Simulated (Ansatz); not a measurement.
# GeH5CBr3N2 (CH(NH2)2GeBr3): band gap by G0W0 on PBE

Aim: the quasiparticle gap of GeH5CBr3N2 (CH(NH2)2GeBr3), starting from PBE.

Method: PBE, then G0W0 on it, plane waves, PAW, in Ansatz 0.2.0.

The structure was built from a prototype and need not be the compound's stable phase.

## 1. Starting point

The cell holds 12 atoms: 1 C, 5 H, 2 N, 1 Ge and 3 Br. Cell: a = 5.780 Å, b = 5.780 Å, c = 5.780 Å, α = 90.0°, β = 90.0°, γ = 90.0°. It derives from Br3C1Ge1H5N2.

The start is a generated structure, not a measured one.

## 2. Relaxation

The structure is relaxed first.

This step: DFT, PBE-D3(BJ), plane waves, PAW; PAW set soft_1.

File input.yaml:

```yaml
crystal:
  lattice:
    - [5.7796745, 0.0, 0.0]
    - [0.0, 5.7796745, 0.0]
    - [0.0, 0.0, 5.7796745]
  atoms:
    - { symbol: C, position: [0.0052823189, 0.9288314608, 0.013705476] }
    - { symbol: H, position: [0.018991194, 0.7441321565, 0.0492744493] }
    - { symbol: "N", position: [0.7977613856, 0.0145028215, 0.9881269817] }
    - { symbol: "N", position: [0.1977109125, 0.0464987836, 0.0001254675] }
    - { symbol: H, position: [0.6562957862, 0.9111398417, 0.0013005934] }
    - { symbol: H, position: [0.3527596176, 0.9668569482, 0.0221945083] }
    - { symbol: H, position: [0.7729912238, 0.184680818, 0.9548065519] }
    - { symbol: H, position: [0.197075636, 0.218607571, 0.9675290843] }
    - { symbol: Ge, position: [0.5, 0.5, 0.5] }
    - { symbol: Br, position: [0.5, 0.5, 0.0] }
    - { symbol: Br, position: [0.5, 0.0, 0.5] }
    - { symbol: Br, position: [0.0, 0.5, 0.5] }
kpoints:
  mp_grid: { grid: [4, 4, 4] }
hamiltonian:
  xc: pbe
  dispersion: d3bj
  pseudopotentials: { kind: paw, azcp: { folder: soft_1 } }
scf:
  occupations: { method: fermi_dirac, width: 0.02 }
relax:
  f_tol: 0.02
  max_steps: 100
  cell: {}
```

On the command line:

```sh
ansatz run input.yaml --threads 2 --pin off --max-ram 92160MiB --backend cuda --events-out ev --progress --plain --runs-dir out --devices 1 --max-vram 13GiB
```

Numbers of over 12 decimals in the logs are rounded to 6 here.

The log of the run:

```text
GPUs: using 1 of 1 available (devices: 1).
Engine: ansatz 0.2.0, x86_64-unknown-linux-gnu
Pseudopotentials: kind: paw
Pseudopotential: C, paw, valence charge 4, recommended cutoff 420 eV (normal), soft_1/C.paw.azcp
Pseudopotential: H, paw, valence charge 1, recommended cutoff 420 eV (normal), soft_1/H.paw.azcp
Pseudopotential: N, paw, valence charge 5, recommended cutoff 420 eV (normal), soft_1/N.paw.azcp
Pseudopotential: Ge, paw, valence charge 14, recommended cutoff 420 eV (normal), soft_1/Ge.paw.azcp
Pseudopotential: Br, paw, valence charge 7, recommended cutoff 420 eV (normal), soft_1/Br.paw.azcp
Functional definition: PBE
  parameter kappa = 0.804
  parameter beta = 0.066725
  exchange = pbe_x(kappa = kappa, mu = beta*pi^2/3)
  correlation = pbe_c(beta = beta)
device memory: the entry about to start is reckoned to put 1.9 GiB on a device that reports 41.7 GiB free (of which the cap on the GPU budget leaves the run 13.0 GiB)
GPU FFT provider: cuFFT
GPU libraries: cuBLAS 13.8.2, cuFFT 12.4.0, cuSOLVER 12.3.4
Crystal: 12 atoms, lattice volume = 193.068 Å³
Basis set: ecut = 420 eV, 3791 PW (Γ), exchange–correlation on 80×80×80 points (8 copies of the dense FFT grid, shifted against one another)
Bands: 39, of which v1, the nominal top of the filled ones, is band 27 counted from 1 (26 counted from 0)
Symmetry: 1 space group operations
Space group: P1 (ITA 1), of the structure as read, at distance tolerance 5.8e-5 Å
k-points: 36 of 64 (time reversal used)
Non-local potential: C, projectors of the file, l = 0: 2, l = 1: 2, l = 2: 1
Non-local potential: H, projectors of the file, l = 0: 2, l = 1: 1
Non-local potential: N, projectors of the file, l = 0: 2, l = 1: 2, l = 2: 1
Non-local potential: Ge, projectors of the file, l = 0: 2, l = 1: 2, l = 2: 3, l = 3: 1
Non-local potential: Br, projectors of the file, l = 0: 2, l = 1: 2, l = 2: 2
PAW form: soft (Blöchl's): semilocal exchange-correlation on the pseudo side does not see the compensation charge
PAW one-centre angular grid: C, 110 points (default); XC on 64 Gauss nodes
PAW one-centre angular grid: H, 110 points (default); XC on 64 Gauss nodes
PAW one-centre angular grid: N, 110 points (default); XC on 64 Gauss nodes
PAW one-centre angular grid: Ge, 590 points (default); XC on 64 Gauss nodes
PAW one-centre angular grid: Br, 110 points (default); XC on 64 Gauss nodes
Initial density: superposition of atomic densities (chi_scale 0.1, normalization cell), built separately for each of the 2 bonded fragments (scf.initial_density.interfragment_charge_transfer: auto; true builds it for the cell as a whole; a typed value also counts as a typed key of the start: scf.initial_density.chi_scale says what that changes, if anything)
Initial wavefunctions: pseudopotential atomic-orbital guess
GPU buffer pool allocated for 64000 grid points (all kernels)
GPU transforms: local potential and band sums: pruned to the plane-wave sphere, on 40×40×40
Functional: x = pbe(κ = 0.804, μ = 0.219515), c = pbe(β = 0.066725)
SCF iter   1: F=—  HF=-13751.155925 eV  |F-HF|=—  |Δ(HF+E_count)|=         —  Δρ=7.34e-2  dr2=8.64e0  ethr=3.10e-3  ⟨swp⟩=6.2  Hψ=6170  notcnv=0  defer=12
preconditioner: auto → Resta (q_TF=auto, 2.206 Å⁻¹)  ε∞=2.9  [insulator: Δε(μ)=0.752 eV  Ē_g=12.119 eV  σ=0.020 eV  W_gap=1.00  n_scr=32 (ndim 8)  ℏωp=16.9 eV  f_vac=0.033  D(μ)=0.00/eV (n_scr^D=0)  ε∞_Penn≈2.9]
SCF iter   2: F=—  HF=-13748.806008 eV  |F-HF|=—  |Δ(HF+E_count)|=    2.35e0  Δρ=3.24e-2  dr2=1.27e0  ethr=3.10e-3  ⟨swp⟩=3.0  Hψ=3027  notcnv=0  defer=255
SCF iter   3: F=—  HF=-13748.532919 eV  |F-HF|=—  |Δ(HF+E_count)|=   2.73e-1  Δρ=1.17e-2  dr2=2.06e-1  ethr=2.35e-3  ⟨swp⟩=2.0  Hψ=2397  notcnv=0  defer=256
SCF iter   4: F=—  HF=-13748.512882 eV  |F-HF|=—  |Δ(HF+E_count)|=   2.00e-2  Δρ=2.59e-3  dr2=1.34e-2  ethr=3.81e-4  ⟨swp⟩=2.1  Hψ=2118  notcnv=0  defer=256
SCF iter   5: F=—  HF=-13748.518565 eV  |F-HF|=—  |Δ(HF+E_count)|=   5.68e-3  Δρ=8.97e-4  dr2=1.84e-3  ethr=2.48e-5  ⟨swp⟩=2.0  Hψ=2086  notcnv=0  defer=256
SCF iter   6: F=—  HF=-13748.520207 eV  |F-HF|=—  |Δ(HF+E_count)|=   1.64e-3  Δρ=2.73e-4  dr2=1.67e-4  ethr=3.41e-6  ⟨swp⟩=2.0  Hψ=2375  notcnv=0  defer=256
SCF iter   7: F=—  HF=-13748.520188 eV  |F-HF|=—  |Δ(HF+E_count)|=   1.84e-5  Δρ=8.26e-5  dr2=1.49e-5  ethr=3.09e-7  ⟨swp⟩=2.0  Hψ=2542  notcnv=0  defer=256
SCF iter   8: F=—  HF=-13748.520095 eV  |F-HF|=—  |Δ(HF+E_count)|=   9.30e-5  Δρ=3.24e-5  dr2=2.61e-6  ethr=2.76e-8  ⟨swp⟩=2.0  Hψ=2140  notcnv=0  defer=256
SCF iter   9: F=—  HF=-13748.520096 eV  |F-HF|=—  |Δ(HF+E_count)|=   9.75e-7  Δρ=1.69e-5  dr2=5.84e-7  ethr=4.83e-9  ⟨swp⟩=2.0  Hψ=1926  notcnv=0  defer=256
SCF iter  10: F=-13748.520096 eV  HF=-13748.520096 eV  |F-HF|=5.51e-8  |Δ(HF+E_count)|=   5.26e-8  Δρ=5.24e-6  dr2=7.21e-8  ethr=1.85e-10  ⟨swp⟩=3.5  Hψ=5126  notcnv=0
[...]
relax step  29: F+E_penalty+E_count = -13749.22953756 eV  Δ(F+E_penalty+E_count) = -2.475e-2 eV  max|allowed force component| = 2.100e-2 eV/Å  Δτ_max = 0.0000 Å  P = +0.119 GPa  Ω = 203.701 Å³  stress off target by 3.14e-1 GPa  SCF on the basis re-selected at this cell (its energy is not comparable with the rows above)  (7 SCF iters)
relax step  30: F+E_penalty+E_count = -13749.23051811 eV  Δ(F+E_penalty+E_count) = -9.806e-4 eV  max|allowed force component| = 1.665e-2 eV/Å  Δτ_max = 0.0184 Å  P = +0.019 GPa  Ω = 205.091 Å³  energy of the carried Pulay correction = -1.004e-3 eV  (6 SCF iters, dr2 threshold 2.47e-7 eV, accepted)
relax step  31: F+E_penalty+E_count = -13749.23075733 eV  Δ(F+E_penalty+E_count) = -2.392e-4 eV  max|allowed force component| = 1.551e-2 eV/Å  Δτ_max = 0.0162 Å  P = +0.014 GPa  Ω = 205.701 Å³  energy of the carried Pulay correction = -1.423e-3 eV  (7 SCF iters, dr2 threshold 4.02e-8 eV, accepted)
relax step  32: F+E_penalty+E_count = -13749.23141768 eV  Δ(F+E_penalty+E_count) = -6.603e-4 eV  max|allowed force component| = 2.302e-2 eV/Å  Δτ_max = 0.0136 Å  P = -0.001 GPa  Ω = 205.246 Å³  energy of the carried Pulay correction = -1.038e-3 eV  (8 SCF iters, dr2 threshold 9.98e-9 eV, accepted)
relax step  33: F+E_penalty+E_count = -13749.23147256 eV  Δ(F+E_penalty+E_count) = -5.488e-5 eV  max|allowed force component| = 2.317e-2 eV/Å  Δτ_max = 0.0123 Å  P = -0.010 GPa  Ω = 205.233 Å³  energy of the carried Pulay correction = -1.010e-3 eV  (6 SCF iters, dr2 threshold 3.31e-8 eV, accepted)
relax step  34: F+E_penalty+E_count = -13749.23156433 eV  Δ(F+E_penalty+E_count) = -9.177e-5 eV  max|allowed force component| = 1.462e-2 eV/Å  Δτ_max = 0.0047 Å  P = -0.001 GPa  Ω = 205.159 Å³  energy of the carried Pulay correction = -9.556e-4 eV  (6 SCF iters, dr2 threshold 3.36e-8 eV, accepted)
relax step  35: F+E_penalty+E_count = -13749.23273876 eV  Δ(F+E_penalty+E_count) = -1.174e-3 eV  max|allowed force component| = 1.466e-2 eV/Å  Δτ_max = 0.0000 Å  P = -0.002 GPa  Ω = 205.159 Å³  stress off target by 1.63e-2 GPa  SCF on the basis re-selected at this cell (its energy is not comparable with the rows above)  (5 SCF iters)
basis re-selected at this cell: Δ(F+E_penalty+E_count) = -1.174e-3 eV, ΔP = -0.001 GPa vs the last step (what re-selecting the basis moved, of the pressure what is left beyond the Pulay correction that the steps carried, after the strain that the cell walked since its last selection, with what the two solves' SCF thresholds leave and, on support functions, any second-order correction that the steps lacked; it is no m [...]
SCF converged after 5 iterations
Free energy (F): -13749.232739 eV
Harris-Foulkes:  -13749.232739 eV  (|F-HF|=1.32e-9)
Internal energy: -13749.232739 eV  (E = F + TS)
E sigma→0 (E₀):  -13749.232739 eV
Fermi energy:    3.089852 eV
--- Per-component energies (eV) ---
  E_band       = -450.308395
  E_kinetic    = 899.877139
  E_local      = -4561.171319  (includes V_loc(G=0)·N_el)
  E_nonlocal   = 463.219997
  E_hartree    = 1873.676006
  E_xc         = -868.963968
  E_vxc        = -651.858578  (∫ρ·V_xc dr)
  E_paw        = -9307.869437  (= ΣΔE_a)
  E_vpaw       = -347.724411  (= ΣTr[D̂ρ^β])
  E_aug_tail   = -0.003231  (compensation charges beyond the density's cutoff)
  E_ewald      = -2246.706356
  E_disp       = -1.291571  (pairwise vdW)
  E_smearing   = -0.000000  (= −TS)
  E_closure    = -0.000000  (closes the sum)
  Σ components = -13749.232739   (vs F -13749.232739, Δ=0.00e0)
--- Forces (eV/Å), atoms counted from 1 ---
  atom   1  C      0.00181575     0.01466170    -0.00268279
  atom   2  H      0.00009238    -0.00126475    -0.00050240
  atom   3  N      0.00075654    -0.00829885     0.00255366
  atom   4  N     -0.00099731    -0.00897398     0.00313861
  atom   5  H     -0.00043492     0.00135315     0.00013028
  atom   6  H     -0.00037789     0.00191629    -0.00101464
  atom   7  H      0.00072426    -0.00068534     0.00143485
  atom   8  H     -0.00022702     0.00000600    -0.00111709
  atom   9  Ge     0.00113041    -0.00117990    -0.00039128
  atom  10  Br     0.00020475     0.00080935     0.00081592
  atom  11  Br    -0.00187424     0.00054337    -0.00184266
  atom  12  Br    -0.00081149     0.00110952    -0.00052360
  max |Σ_I F_I| component: 3.43e-6 eV/Å
--- Stress (GPa, compression-positive) ---
       -0.002777      -0.004333       0.008048
       -0.004332      -0.001775       0.008970
        0.008048       0.008971      -0.001364
  P = ⅓ Tr σ = -0.0020 GPa (-0.020 kbar)
--- Band table (eV; the first three rows and the last of 36) ---
  k-point 0: bands = [... 23 lower, 0.3199, 0.4650, 0.4842, 0.9199, 5.3625, 6.3427, 7.0247, 7.3390, ... 8 higher]
  k-point 1: bands = [... 23 lower, 0.3065, 0.3996, 0.5244, 0.9145, 5.3859, 5.9025, 6.7633, 7.1339, ... 8 higher]
  k-point 2: bands = [... 23 lower, 0.3422, 0.4238, 0.5655, 0.9590, 4.7901, 5.4002, 7.0206, 7.1100, ... 8 higher]
  k-point 35: bands = [... 23 lower, 0.6783, 0.7969, 0.7981, 2.0163, 4.1635, 4.2720, 4.4255, 5.3789, ... 8 higher]
--- Relaxed structure (33 steps of the walk, 31 accepted, 2 SCFs on fresh bases) ---
  F+E_penalty+E_count = -13749.23273876 eV   max|allowed force component| = 1.466e-2 eV/Å   (the final SCF, on the basis selected at the relaxed cell)
  cell:  # Å, volume = 205.1593 Å³
    - [5.939195, -0.059562, 0.497724]
    - [-0.059562, 5.861831, 0.055508]
    - [0.497724, 0.055508, 5.935854]
  atoms:
    - { symbol: C, position: [-0.028210, 0.933605, 0.027777] }
    - { symbol: H, position: [-0.094298, 0.766519, 0.093664] }
    - { symbol: N, position: [0.880838, 0.027105, 0.863712] }
    - { symbol: N, position: [0.136215, 0.026825, 0.118590] }
    - { symbol: H, position: [0.754738, 0.943201, -0.200377] }
    - { symbol: H, position: [0.200252, 0.942790, 0.244529] }
    - { symbol: H, position: [0.936071, 0.181085, 0.787539] }
    - { symbol: H, position: [0.212470, 0.180847, 1.063585] }
    - { symbol: Ge, position: [0.475276, 0.529781, 0.524145] }
    - { symbol: Br, position: [0.469020, 0.509924, -0.048610] }
    - { symbol: Br, position: [0.508229, -0.036310, 0.491753] }
    - { symbol: Br, position: [0.048267, 0.509878, 0.530757] }
```

Elapsed: 2.8 min, on 1 × NVIDIA H100 80GB HBM3 (shared by 6 runs) with 2 threads of AMD EPYC 7R13 (Zen 3), shared host; peak memory 1 GiB; 4.9 min of CPU time.

Step by step (22 of 35):

| step | energy less that of the first step (eV) | largest force component (eV/Å) | pressure (GPa) | volume (Å³) |
| --- | --- | --- | --- | --- |
| 1 | 0.0000 | 0.7852 | -0.09 | 193.07 |
| 3 | -0.1480 | 0.2810 | 0.02 | 191.55 |
| 4 | -0.1721 | 0.1497 | -0.12 | 190.24 |
| 6 | -0.1765 | 1.6280 | 0.80 | 190.53 |
| 7 | -0.3615 | 0.2340 | 0.46 | 192.69 |
| 9 | -0.5379 | 0.3776 | 0.55 | 201.86 |
| 11 | -0.6334 | 0.1076 | 0.03 | 204.52 |
| 12 | -0.6392 | 0.2984 | -0.38 | 204.74 |
| 14 | -0.6636 | 0.1601 | -0.06 | 205.31 |
| 16 | -0.6731 | 0.0648 | 0.05 | 202.85 |
| 17 | -0.6756 | 0.2064 | -0.26 | 202.72 |
| 19 | -0.6795 | 0.0721 | 0.04 | 203.69 |
| 20 | -0.6800 | 0.1314 | -0.31 | 204.15 |
| 22 | -0.6828 | 0.0220 | 0.00 | 203.79 |
| 24 | -0.6839 | 0.0431 | -0.03 | 203.55 |
| 25 | -0.6841 | 0.0156 | -0.02 | 203.69 |
| 27 | -0.6846 | 0.0104 | -0.02 | 203.75 |
| 29* | -0.7094 | 0.0210 | 0.12 | 203.70 |
| 30 | -0.7104 | 0.0166 | 0.02 | 205.09 |
| 32 | -0.7113 | 0.0230 | 0.00 | 205.25 |
| 33 | -0.7114 | 0.0232 | -0.01 | 205.23 |
| 35* | -0.7126 | 0.0147 | 0.00 | 205.16 |

Relaxation steps marked * repeat the geometry before them on a plane-wave basis chosen anew for their cell, so energy and pressure can jump there. Other such steps can lie between the rows shown. Relaxation steps 6, 15 were tried and not accepted.

| cell as run | before | after | change |
| --- | --- | --- | --- |
| a (Å) | 5.780 | 5.960 | +3.1 % |
| b (Å) | 5.780 | 5.862 | +1.4 % |
| c (Å) | 5.780 | 5.957 | +3.1 % |
| α (°) | 90.00 | 88.97 | -1.1 % |
| β (°) | 90.00 | 80.42 | -10.6 % |
| γ (°) | 90.00 | 91.11 | +1.2 % |
| volume (Å³/atom) | 16.09 | 17.10 | +6.3 % |

The atoms that moved most (Å, as changes of fractional coordinates times the final cell):

| atom | dx | dy | dz | length |
| --- | --- | --- | --- | --- |
| H6 | -0.794 | -0.120 | 1.243 | 1.479 |
| H7 | 0.886 | -0.040 | -0.912 | 1.272 |
| H5 | 0.482 | 0.171 | -1.146 | 1.255 |
| N3 | 0.431 | 0.062 | -0.696 | 0.821 |
| N4 | -0.305 | -0.105 | 0.671 | 0.745 |
| H2 | -0.652 | 0.140 | 0.208 | 0.699 |
| H8 | 0.141 | -0.217 | 0.576 | 0.631 |
| Br10 | -0.209 | 0.057 | -0.303 | 0.373 |

The program's warnings for this run: band table not solved further; dispersion switch in reach.

(Part 1 of 3 ends here.)

[Paths, hosts, dates, memory and timing lines, banners, echoed tables and standing remarks are left out of the program output.]

[Logs are printed without paths, hosts, clocks, repeated set-up lines and the standing remarks that a program may print on its own settings, such as how far it seeks lower states.]

[Runs of the session that timed out or met a known fault of the program may be left out.]

[Cells called generated may have been cut or substituted from an entry of the Crystallography Open Database or the Materials Project.]

[Hosts, paths, dates, database ids (printed as entryN), source tags and the programs' standing remarks are cut or masked in the printed files.]

[Where an RPA ε∞ is given, it is that of the G0W0 mesh and is not shown converged in it. Names of k-points follow the symmetry that the program found, which can be lower than the space group named. Band edges on a path are those of the sampled points; other points can move an edge, and change direct to indirect where valleys lie close.]

[Hybrid gaps are those of their k-mesh and are not shown converged in it.]
